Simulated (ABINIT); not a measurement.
# A GW chain in ABINIT: Cl (Cmce), part 2 of 3

How does a plane-wave GW calculation on Cl (Cmce) run from the first input to the gap?

ABINIT 10.8.3; PBE and many-body steps on it, plane waves. Known limits of the many-body steps: not at the basis limit; coarse k mesh.

So far. Step 2 (Ground state): The gap is indirect, with the least direct gap 0.06 eV higher.

## 3. Bands along the symmetry lines

Level of this step: DFT, PBE, plane waves, norm-conserving pseudopotentials (ABINIT).

Levels along a band path, at the cheap level, show where the edges lie and whether the meshes to come will hold them.

Contents of run.abi:

```
acell 3*1.0 Angstrom
rprim 
  3.145000000000 -2.250000000000 0.000000000000
  3.145000000000 2.250000000000 0.000000000000
  0.000000000000 0.000000000000 8.210000000000
ntypat 1
znucl 17
natom 4
typat 1 1 1 1
xred 
  0.870000000000 0.130000000000 0.100000000000
  0.630000000000 0.370000000000 0.600000000000
  0.130000000000 0.870000000000 0.900000000000
  0.370000000000 0.630000000000 0.400000000000
pp_dirpath "pseudos"
pseudos "Cl.upf"
ecut 25
iscf -2
irdden 1
kptopt 0
nkpt 92
kpt 
  0.00000000 0.00000000 0.00000000
  0.06250000 0.06250000 0.00000000
  0.12500000 0.12500000 0.00000000
  0.18750000 0.18750000 0.00000000
  0.25000000 0.25000000 0.00000000
  0.31250000 0.31250000 0.00000000
  0.37500000 0.37500000 0.00000000
  0.43750000 0.43750000 0.00000000
  0.50000000 0.50000000 0.00000000
  0.48474461 0.51525539 0.00000000
  0.46948923 0.53051077 0.00000000
  0.45423384 0.54576616 0.00000000
  0.43897845 0.56102155 0.00000000
  0.42372307 0.57627693 0.00000000
  0.40846768 0.59153232 0.00000000
  0.39321230 0.60678770 0.00000000
  0.37795691 0.62204309 0.00000000
  -0.37795691 0.37795691 0.00000000
  -0.33071230 0.33071230 0.00000000
  -0.28346768 0.28346768 0.00000000
  -0.23622307 0.23622307 0.00000000
  -0.18897845 0.18897845 0.00000000
  -0.14173384 0.14173384 0.00000000
  -0.09448923 0.09448923 0.00000000
  -0.04724461 0.04724461 0.00000000
  0.00000000 0.00000000 0.00000000
  0.00000000 0.00000000 0.06250000
  0.00000000 0.00000000 0.12500000
  0.00000000 0.00000000 0.18750000
  0.00000000 0.00000000 0.25000000
  0.00000000 0.00000000 0.31250000
  0.00000000 0.00000000 0.37500000
  0.00000000 0.00000000 0.43750000
  0.00000000 0.00000000 0.50000000
  -0.04724461 0.04724461 0.50000000
  -0.09448923 0.09448923 0.50000000
  -0.14173384 0.14173384 0.50000000
  -0.18897845 0.18897845 0.50000000
  -0.23622307 0.23622307 0.50000000
  -0.28346768 0.28346768 0.50000000
  -0.33071230 0.33071230 0.50000000
  -0.37795691 0.37795691 0.50000000
  0.37795691 0.62204309 0.50000000
  0.39321230 0.60678770 0.50000000
  0.40846768 0.59153232 0.50000000
  0.42372307 0.57627693 0.50000000
  0.43897845 0.56102155 0.50000000
  0.45423384 0.54576616 0.50000000
  0.46948923 0.53051077 0.50000000
  0.48474461 0.51525539 0.50000000
  0.50000000 0.50000000 0.50000000
  0.50000000 0.50000000 0.43750000
  0.50000000 0.50000000 0.37500000
  0.50000000 0.50000000 0.31250000
  0.50000000 0.50000000 0.25000000
  0.50000000 0.50000000 0.18750000
  0.50000000 0.50000000 0.12500000
  0.50000000 0.50000000 0.06250000
  0.50000000 0.50000000 0.00000000
  0.00000000 0.00000000 0.00000000
  0.00000000 0.06250000 0.00000000
  0.00000000 0.12500000 0.00000000
  0.00000000 0.18750000 0.00000000
  0.00000000 0.25000000 0.00000000
  0.00000000 0.31250000 0.00000000
  0.00000000 0.37500000 0.00000000
  0.00000000 0.43750000 0.00000000
  0.00000000 0.50000000 0.00000000
  0.00000000 0.50000000 0.06250000
  0.00000000 0.50000000 0.12500000
  0.00000000 0.50000000 0.18750000
  0.00000000 0.50000000 0.25000000
  0.00000000 0.50000000 0.31250000
  0.00000000 0.50000000 0.37500000
  0.00000000 0.50000000 0.43750000
  0.00000000 0.50000000 0.50000000
  0.00000000 0.43750000 0.50000000
  0.00000000 0.37500000 0.50000000
  0.00000000 0.31250000 0.50000000
  0.00000000 0.25000000 0.50000000
  0.00000000 0.18750000 0.50000000
  0.00000000 0.12500000 0.50000000
  0.00000000 0.06250000 0.50000000
  0.00000000 0.00000000 0.50000000
  0.06250000 0.06250000 0.50000000
  0.12500000 0.12500000 0.50000000
  0.18750000 0.18750000 0.50000000
  0.25000000 0.25000000 0.50000000
  0.31250000 0.31250000 0.50000000
  0.37500000 0.37500000 0.50000000
  0.43750000 0.43750000 0.50000000
  0.50000000 0.50000000 0.50000000
istwfk *1
nband 21
nbdbuf 2
tolwfr 1e-08
nstep 40
prtwf 0
prtvol 0
indata_prefix "in"
outdata_prefix "out"
tmpdata_prefix "tmp"
```

The run is started by

```console
$ OMP_NUM_THREADS=1 mpirun -n 4 abinit run.abi > log
```

Numbers of over 12 decimals in the logs are rounded to 6 here.

Log:

```text
.Version 10.8.3 of ABINIT. v10.8.2 released Aug 2026.

 Symmetries : space group Cm c a (# 64); Bravais oC (1-face-center ortho.)
[... echo of the input left out ...]
== DATASET  1 ==================================================================
-   mpi_nproc: 4, omp_nthreads: 1 (-1 if OMP is not activated)

--- !DatasetInfo
iteration_state: {dtset: 1, }
dimensions: {natom: 4, nkpt: 92, mband: 21, nsppol: 1, nspinor: 1, nspden: 1, mpw: 4726, }
cutoff_energies: {ecut:  25.0, pawecutdg:  -1.0, }
electrons: {nelect:   2.80000000E+01, charge:   0.00000000E+00, occopt:   1.00000000E+00, tsmear:   1.00000000E-02, }

 Real(R)+Recip(G) space primitive vectors, cartesian coordinates (Bohr,Bohr^-1):
 R(1)=  5.9431887 -4.2518838  0.0000000  G(1)=  0.0841299 -0.1175949  0.0000000
 R(2)=  5.9431887  4.2518838  0.0000000  G(2)=  0.0841299  0.1175949  0.0000000
 R(3)=  0.0000000  0.0000000 15.5146515  G(3)=  0.0000000  0.0000000  0.0644552
 Unit cell volume ucvol=  7.8410265E+02 bohr^3
 Angles (23,13,12)=  9.00000000E+01  9.00000000E+01  7.11614758E+01 degrees

 getcut: wavevector=  0.0000  0.0000  0.0000  ngfft=  36  36  72
         ecut(hartree)=     25.000   => boxcut(ratio)=   2.06184

--- Pseudopotential description ------------------------------------------------
- Cl Generated using ONCVPSP code by D. R. Hamann
- 17.00000   7.00000  171031                  znucl, zion, pspdat
12 -101130 2 -1 1028                          pspcod,pspxc,lmax,lloc,mmax
     nproj     2     2     2
  pspatm : epsatm=    9.12776517
         --- l  ekb(1:nproj) -->
             0    8.139296    0.698720
             1    3.821713    1.107519
             2   -2.938609   -0.805455
 pspatm: atomic psp has been read  and splines computed

--------------------------------------------------------------------------------

================================================================================
 prteigrs : about to open file out_EIG
 Non-SCF case, kpt    1 (  0.00000  0.00000  0.00000), residuals and eigenvalues=
  9.10E-09  4.36E-09  3.03E-09  2.84E-09  2.33E-09  3.46E-09  6.47E-09  4.11E-09
  2.64E-09  3.58E-09  8.63E-09  6.28E-09  3.92E-09  5.99E-09  2.47E-09  8.22E-09
  9.45E-09  7.05E-09  9.02E-09  1.59E-05  1.13E-05
 -6.4091E-01 -6.3353E-01 -4.9406E-01 -4.7435E-01 -2.2600E-01 -1.9657E-01
 -1.2661E-01 -1.2203E-01 -1.0941E-01 -1.0909E-01 -5.6008E-02 -4.5071E-02
 -3.5652E-02 -3.2335E-02  6.0461E-02  8.1125E-02  2.2390E-01  2.4601E-01
[...]
Non-SCF case, kpt    2 (  0.06250  0.06250  0.00000), residuals and eigenvalues=
  8.20E-09  9.68E-09  3.71E-09  9.17E-09  7.66E-09  2.11E-09  3.67E-09  3.61E-09
[...]
5.04E-09  8.87E-09  9.11E-09  2.42E-05  3.23E-05
[...]
Non-SCF case, kpt    3 (  0.12500  0.12500  0.00000), residuals and eigenvalues=
[...]
2.71E-09  8.35E-09  2.97E-09  8.64E-06  3.91E-04
[...]
Non-SCF case, kpt   91 (  0.43750  0.43750  0.50000), residuals and eigenvalues=
[...]
Non-SCF case, kpt   92 (  0.50000  0.50000  0.50000), residuals and eigenvalues=
[...]
-1.6293E-01 -1.6293E-01 -1.3168E-01 -1.3168E-01 -5.6040E-02 -5.6040E-02
 -4.7061E-02 -4.7061E-02  6.4366E-02  6.4366E-02  2.9807E-01  2.9807E-01
[...]
--- !ResultsGS
iteration_state: {dtset: 1, }
comment   : Summary of ground state results
lattice_vectors:
- [  5.9431887,  -4.2518838,   0.0000000, ]
- [  5.9431887,   4.2518838,   0.0000000, ]
- [  0.0000000,   0.0000000,  15.5146515, ]
lattice_lengths: [   7.30753,    7.30753,   15.51465, ]
lattice_angles: [ 90.000,  90.000,  71.161, ] # degrees, (23, 13, 12)
lattice_volume:   7.8410265E+02
convergence: {deltae:  0.000E+00, res2:  0.000E+00, residm:  9.980E-09, diffor:  0.000E+00, }
etotal    :  -6.55896272E+01
entropy   :   0.00000000E+00
fermie    :  -3.02756789E-02
cartesian_stress_tensor: null
pressure_GPa: null
xred      :
- [  8.7000E-01,   1.3000E-01,   1.0000E-01, Cl]
- [  6.3000E-01,   3.7000E-01,   6.0000E-01, Cl]
- [  1.3000E-01,   8.7000E-01,   9.0000E-01, Cl]
- [  3.7000E-01,   6.3000E-01,   4.0000E-01, Cl]
cartesian_forces: null
force_length_stats: {min: null, max: null, mean: null, }

 Integrated electronic density in atomic spheres:
 ------------------------------------------------
 Atom  Sphere_radius  Integrated_density
[...]
================================================================================

 ----iterations are completed or convergence reached----

 Mean square residual over all n,k,spin=   54.933E-10; max=  99.800E-10
 reduced coordinates (array xred) for    4 atoms
[...]
0.130000000000      0.870000000000      0.900000000000
       0.370000000000      0.630000000000      0.400000000000

 cartesian coordinates (angstrom) at end:
    1      3.145000    -1.665000     0.821000
    2      3.145000    -0.585000     4.926000
    3      3.145000     1.665000     7.389000
    4      3.145000     0.585000     3.284000
 length scales=  1.889726125908  1.889726125908  1.889726125908 bohr
              =  1.000000000000  1.000000000000  1.000000000000 angstroms
 prteigrs : about to open file out_EIG
 Eigenvalues (hartree) for nkpt=  92  k points:
 kpt#   1, nband= 21, wtk=  1.00000, kpt=  0.0000  0.0000  0.0000 (reduced coord)
[...]
kpt#   2, nband= 21, wtk=  1.00000, kpt=  0.0625  0.0625  0.0000 (reduced coord)
[...]
kpt#   3, nband= 21, wtk=  1.00000, kpt=  0.1250  0.1250  0.0000 (reduced coord)
[...]
kpt#  91, nband= 21, wtk=  1.00000, kpt=  0.4375  0.4375  0.5000 (reduced coord)
[...]
0.29925    0.29925    0.33074    0.33075    0.34904
 kpt#  92, nband= 21, wtk=  1.00000, kpt=  0.5000  0.5000  0.5000 (reduced coord)
  -0.62997   -0.62997   -0.48167   -0.48167   -0.21248   -0.21248   -0.16293   -0.16293
  -0.13168   -0.13168   -0.05604   -0.05604   -0.04706   -0.04706    0.06437    0.06437
   0.29807    0.29807    0.33103    0.33104    0.34782

== END DATASET(S) ==============================================================
================================================================================

 -outvars: echo values of variables after computation  --------
            nband          21
             nkpt          92
          spgroup          64
 [... the other variables as echoed above ...]

 Calculation completed.
```

Run time: 36 s. Hardware: 4 MPI ranks of Arm Neoverse V1, shared host; peak memory 0.39 GiB; 2.4 min of CPU time.

Numbers from this step:

```yaml
gap: 2.457 eV
k_of_the_valence_top: 0.5, 0.5, 0
k_of_the_conduction_bottom: -0.0945, 0.0945, 0
least_direct_gap: 2.515 eV
```

The gap is 2.457 eV, −0.012 eV from the run before at this level.

Electronic bands along the path, in eV, zero at the top of the highest filled band:

```csv
point,band 11,band 12,band 13,band 14,band 15,band 16,band 17,band 18
Γ,-0.70,-0.40,-0.15,-0.06,2.47,3.03,6.92,7.52
halfway,-0.71,-0.45,-0.37,-0.07,2.55,2.88,8.41,8.55
Y,-0.96,-0.89,-0.36,0.00,2.55,2.74,8.58,8.67
halfway,-0.93,-0.81,-0.31,0.00,2.55,2.75,8.37,8.91
F0,-0.84,-0.66,-0.21,-0.01,2.60,2.78,8.52,9.16
jump to Δ0,-0.84,-0.66,-0.21,-0.01,2.60,2.78,8.52,9.16
halfway,-0.40,-0.30,-0.24,-0.05,2.64,2.98,8.22,8.70
Γ,-0.70,-0.40,-0.15,-0.06,2.47,3.03,6.92,7.52
halfway,-0.70,-0.49,-0.13,-0.07,2.51,2.91,7.11,7.57
Z,-0.64,-0.64,-0.10,-0.10,2.67,2.67,7.46,7.46
halfway,-0.22,-0.22,-0.14,-0.14,2.77,2.77,8.31,8.31
B0,-0.41,-0.41,-0.40,-0.40,2.68,2.68,9.21,9.21
jump to G0,-0.41,-0.41,-0.40,-0.40,2.68,2.68,9.21,9.21
halfway,-0.61,-0.61,-0.44,-0.44,2.61,2.61,8.99,8.99
T,-0.70,-0.70,-0.46,-0.46,2.58,2.58,8.93,8.93
halfway,-0.85,-0.80,-0.47,-0.13,2.54,2.68,8.67,8.79
Y,-0.96,-0.89,-0.36,0.00,2.55,2.74,8.58,8.67
jump to Γ,-0.70,-0.40,-0.15,-0.06,2.47,3.03,6.92,7.52
halfway,-0.42,-0.30,-0.25,-0.15,2.54,2.97,7.90,8.17
S,-0.51,-0.51,-0.15,-0.15,2.85,2.85,8.30,8.30
halfway,-0.46,-0.46,-0.09,-0.09,2.80,2.80,8.40,8.40
R,-0.43,-0.43,0.00,0.00,2.75,2.75,8.52,8.52
halfway,-0.39,-0.39,-0.16,-0.16,2.75,2.75,8.05,8.05
Z,-0.64,-0.64,-0.10,-0.10,2.67,2.67,7.46,7.46
halfway,-0.71,-0.71,-0.18,-0.18,2.66,2.66,8.76,8.76
T,-0.70,-0.70,-0.46,-0.46,2.58,2.58,8.93,8.93
```

## 4. Empty states on the mesh, 4×4×2 mesh, 163 bands

The sums over transitions need many empty states on a uniform mesh; this step solves for them.

Contents of run.abi:

```
acell 3*1.0 Angstrom
rprim 
  3.145000000000 -2.250000000000 0.000000000000
  3.145000000000 2.250000000000 0.000000000000
  0.000000000000 0.000000000000 8.210000000000
ntypat 1
znucl 17
natom 4
typat 1 1 1 1
xred 
  0.870000000000 0.130000000000 0.100000000000
  0.630000000000 0.370000000000 0.600000000000
  0.130000000000 0.870000000000 0.900000000000
  0.370000000000 0.630000000000 0.400000000000
pp_dirpath "pseudos"
pseudos "Cl.upf"
ecut 25
ngkpt 4 4 2
nshiftk 1
shiftk 0 0 0
kptopt 1
chksymbreak 0
irdden 1
istwfk *1
nband 163
prtvol 0
optdriver 6
gwr_task "HDIAGO"
paral_kgb 0
occopt 1
indata_prefix "in"
outdata_prefix "out"
tmpdata_prefix "tmp"
```

Log:

```text
[banner, memory and clock lines left out]
.Version 10.8.3 of ABINIT. v10.8.2 released Aug 2026.

 Symmetries : space group Cm c a (# 64); Bravais oC (1-face-center ortho.)
[... echo of the input left out ...]
== DATASET  1 ==================================================================
-   mpi_nproc: 4, omp_nthreads: 1 (-1 if OMP is not activated)

--- !DatasetInfo
iteration_state: {dtset: 1, }
dimensions: {natom: 4, nkpt: 14, mband: 163, nsppol: 1, nspinor: 1, nspden: 1, mpw: 4726, }
cutoff_energies: {ecut:  25.0, pawecutdg:  -1.0, }
electrons: {nelect:   2.80000000E+01, charge:   0.00000000E+00, occopt:   1.00000000E+00, tsmear:   1.00000000E-02, }

.Using double precision arithmetic; gwpc =  8

- Reading GS density from: in_DEN

--- Pseudopotential description ------------------------------------------------
- Cl Generated using ONCVPSP code by D. R. Hamann
- 17.00000   7.00000  171031                  znucl, zion, pspdat
12 -101130 2 -1 1028                          pspcod,pspxc,lmax,lloc,mmax
     nproj     2     2     2
  pspatm : epsatm=    9.12776517
         --- l  ekb(1:nproj) -->
             0    8.139296    0.698720
             1    3.821713    1.107519
             2   -2.938609   -0.805455
 pspatm: atomic psp has been read  and splines computed

   1.02230970E+03                                ecore*ucvol(ha*bohr**3)

 Total charge density [el/Bohr^3]
)     Maximum=    2.9110E-01  at reduced coord.    0.2222    0.9444    0.8889
)     Minimum=    1.3720E-03  at reduced coord.    0.2500    0.5000    0.1389
   Integrated=    2.8000E+01

 === KS gaps after direct diagonalization ===
 Indirect band gap semiconductor
 Fundamental gap:     2.469 (eV)
   VBM:    -0.824 (eV) at k: [ 5.0000E-01,  5.0000E-01,  0.0000E+00]
   CBM:     1.645 (eV) at k: [ 0.0000E+00,  0.0000E+00,  0.0000E+00]
 Direct gap:         2.525 (eV) at k: [ 0.0000E+00,  0.0000E+00,  0.0000E+00]

== END DATASET(S) ==============================================================

 -outvars: echo values of variables after computation  --------
           etotal      0.0000000000E+00
            nband         163
             nkpt          14
          spgroup          64
 [... the other variables as echoed above ...]

 Calculation completed.
```

It took 4.3 min on 4 MPI ranks; peak memory 4.9 GiB; 17 min of CPU time.

This step gave:

```
gap                                                           : 2.469 eV
k of the valence top                                          : 0.5, 0.5, 0
k of the conduction bottom                                    : 0, 0, 0
least direct gap                                              : 2.525 eV
k points computed                                             : 14
lowest point of the top converged band, above the valence top : 61.6846 eV
```

On this mesh the gap is 2.469 eV.

## 5. Screening, 4×4×2 mesh, 155 bands, screening to 130.6 eV

The RPA dielectric matrix is built and inverted for each q.

This step: RPA screening on PBE, plane waves, norm-conserving pseudopotentials.

Changes to run.abi since step 4:

```diff
@@ -22,10 +22,11 @@
 chksymbreak 0
-irdden 1
 istwfk *1
-nband 163
-prtvol 0
-optdriver 6
-gwr_task "HDIAGO"
-paral_kgb 0
 occopt 1
+irdwfk 1
+optdriver 3
+nband 155
+ecuteps 4.8
+inclvkb 2
+awtr 1
+symchi 1
 indata_prefix "in"
```

Log:

```text
.Version 10.8.3 of ABINIT. v10.8.2 released Aug 2026.

 Symmetries : space group Cm c a (# 64); Bravais oC (1-face-center ortho.)
[... echo of the input left out ...]
== DATASET  1 ==================================================================
-   mpi_nproc: 4, omp_nthreads: 1 (-1 if OMP is not activated)

--- !DatasetInfo
iteration_state: {dtset: 1, }
dimensions: {natom: 4, nkpt: 14, mband: 155, nsppol: 1, nspinor: 1, nspden: 1, mpw: 4726, }
cutoff_energies: {ecut:  25.0, pawecutdg:  -1.0, }
electrons: {nelect:   2.80000000E+01, charge:   0.00000000E+00, occopt:   1.00000000E+00, tsmear:   1.00000000E-02, }

 SCREENING: Calculation of the susceptibility and dielectric matrices

 Based on a program developped by R.W. Godby, V. Olevano, G. Onida, and L. Reining.
 Incorporated in ABINIT by V. Olevano, G.-M. Rignanese, and M. Torrent.
.Using double precision arithmetic ; gwpc =  8

[... cell and pseudopotentials left out ...]
--------------------------------------------------------------------------------

 ==== K-mesh for the wavefunctions ====
 Number of points in the irreducible wedge :    14
[... list of points left out ...]
 Together with  8 symmetry operations and time-reversal symmetry
 yields    32 points in the full Brillouin Zone.

 ==== Q-mesh for the screening function ====
 Number of points in the irreducible wedge :    14
[... list of points left out ...]
 Together with  8 symmetry operations and time-reversal symmetry
 yields    32 points in the full Brillouin Zone.

 setmesh: FFT mesh size selected  =    24x   24x   54
          total number of points  =        31104

 vcoul_init : cutoff-mode = AUXILIARY_FUNCTION
 q-points for optical limit:   1
     1)      0.000010    0.000020    0.000030

- screening: taking advantage of time-reversal symmetry
- Maximum band index for partially occupied states nbvw = 14
- Remaining bands to be divided among processors   nbcw = 141
- Number of bands treated by each node ~35

 Number of electrons calculated from density =   28.0000; Expected =   28.0000
 average of density, n =  0.035710
 r_s =    1.8838
 omega_plasma =   18.2284 [eV]

 calculating chi0 at frequencies [eV] :
  1    0.000000E+00    0.000000E+00
  2    0.000000E+00    1.822838E+01

--------------------------------------------------------------------------------
  q-point number  1        q = ( 0.000000, 0.000000, 0.000000) [r.l.u.]
--------------------------------------------------------------------------------
[... chi0 elements left out ...]
 For q-point:  0.000010 0.000020 0.000030
  dielectric constant =   2.8120
  dielectric constant without local fields =   3.4605

  Average fulfillment of the sum rule on Im[epsilon] for q-point    1 :     73.32  [%]
[... wings left out ...]
  q-point number  2        q = ( 0.250000, 0.000000, 0.000000) [r.l.u.]
--------------------------------------------------------------------------------
[... chi0 elements left out ...]
  Average fulfillment of the sum rule on Im[epsilon] for q-point    2 :     76.73  [%]

 [... 12 further q-points ...]
```

The job ended after 2.4 min (4 MPI ranks; peak memory 1.9 GiB).

This step gave:

```
ε∞ with local fields, on this mesh, along the program's q direction : 2.812
the same without local fields                                       : 3.461
plasma frequency                                                    : 18.23 eV
plane waves in the screening matrix                                 : 403
```

Local fields lower ε∞ by 19 %. On a Γ-centred mesh this coarse the value itself is usually too large, while a short band sum pulls it down.

[end of part 2 of 3]

[Paths, hosts, dates, memory and timing lines, banners, echoed tables and standing remarks are left out of the program output.]

[Logs are printed without paths, hosts, clocks, repeated set-up lines and the standing remarks that a program may print on its own settings, such as how far it seeks lower states.]

[Runs of the session that timed out or met a known fault of the program may be left out.]

[Hosts, paths, dates, database ids (printed as entryN), source tags and the programs' standing remarks are cut or masked in the printed files.]

[G0W0 gaps are taken among the corrected bands and points alone; a level outside them can change the order at an edge.]

[Where Ansatz stands beside ABINIT at settings called matched, ABINIT's density can come from a denser mesh and the files from another edition; pairs whose starting gaps differed by over 0.03 eV were left out, so agreement reads better than it is.]
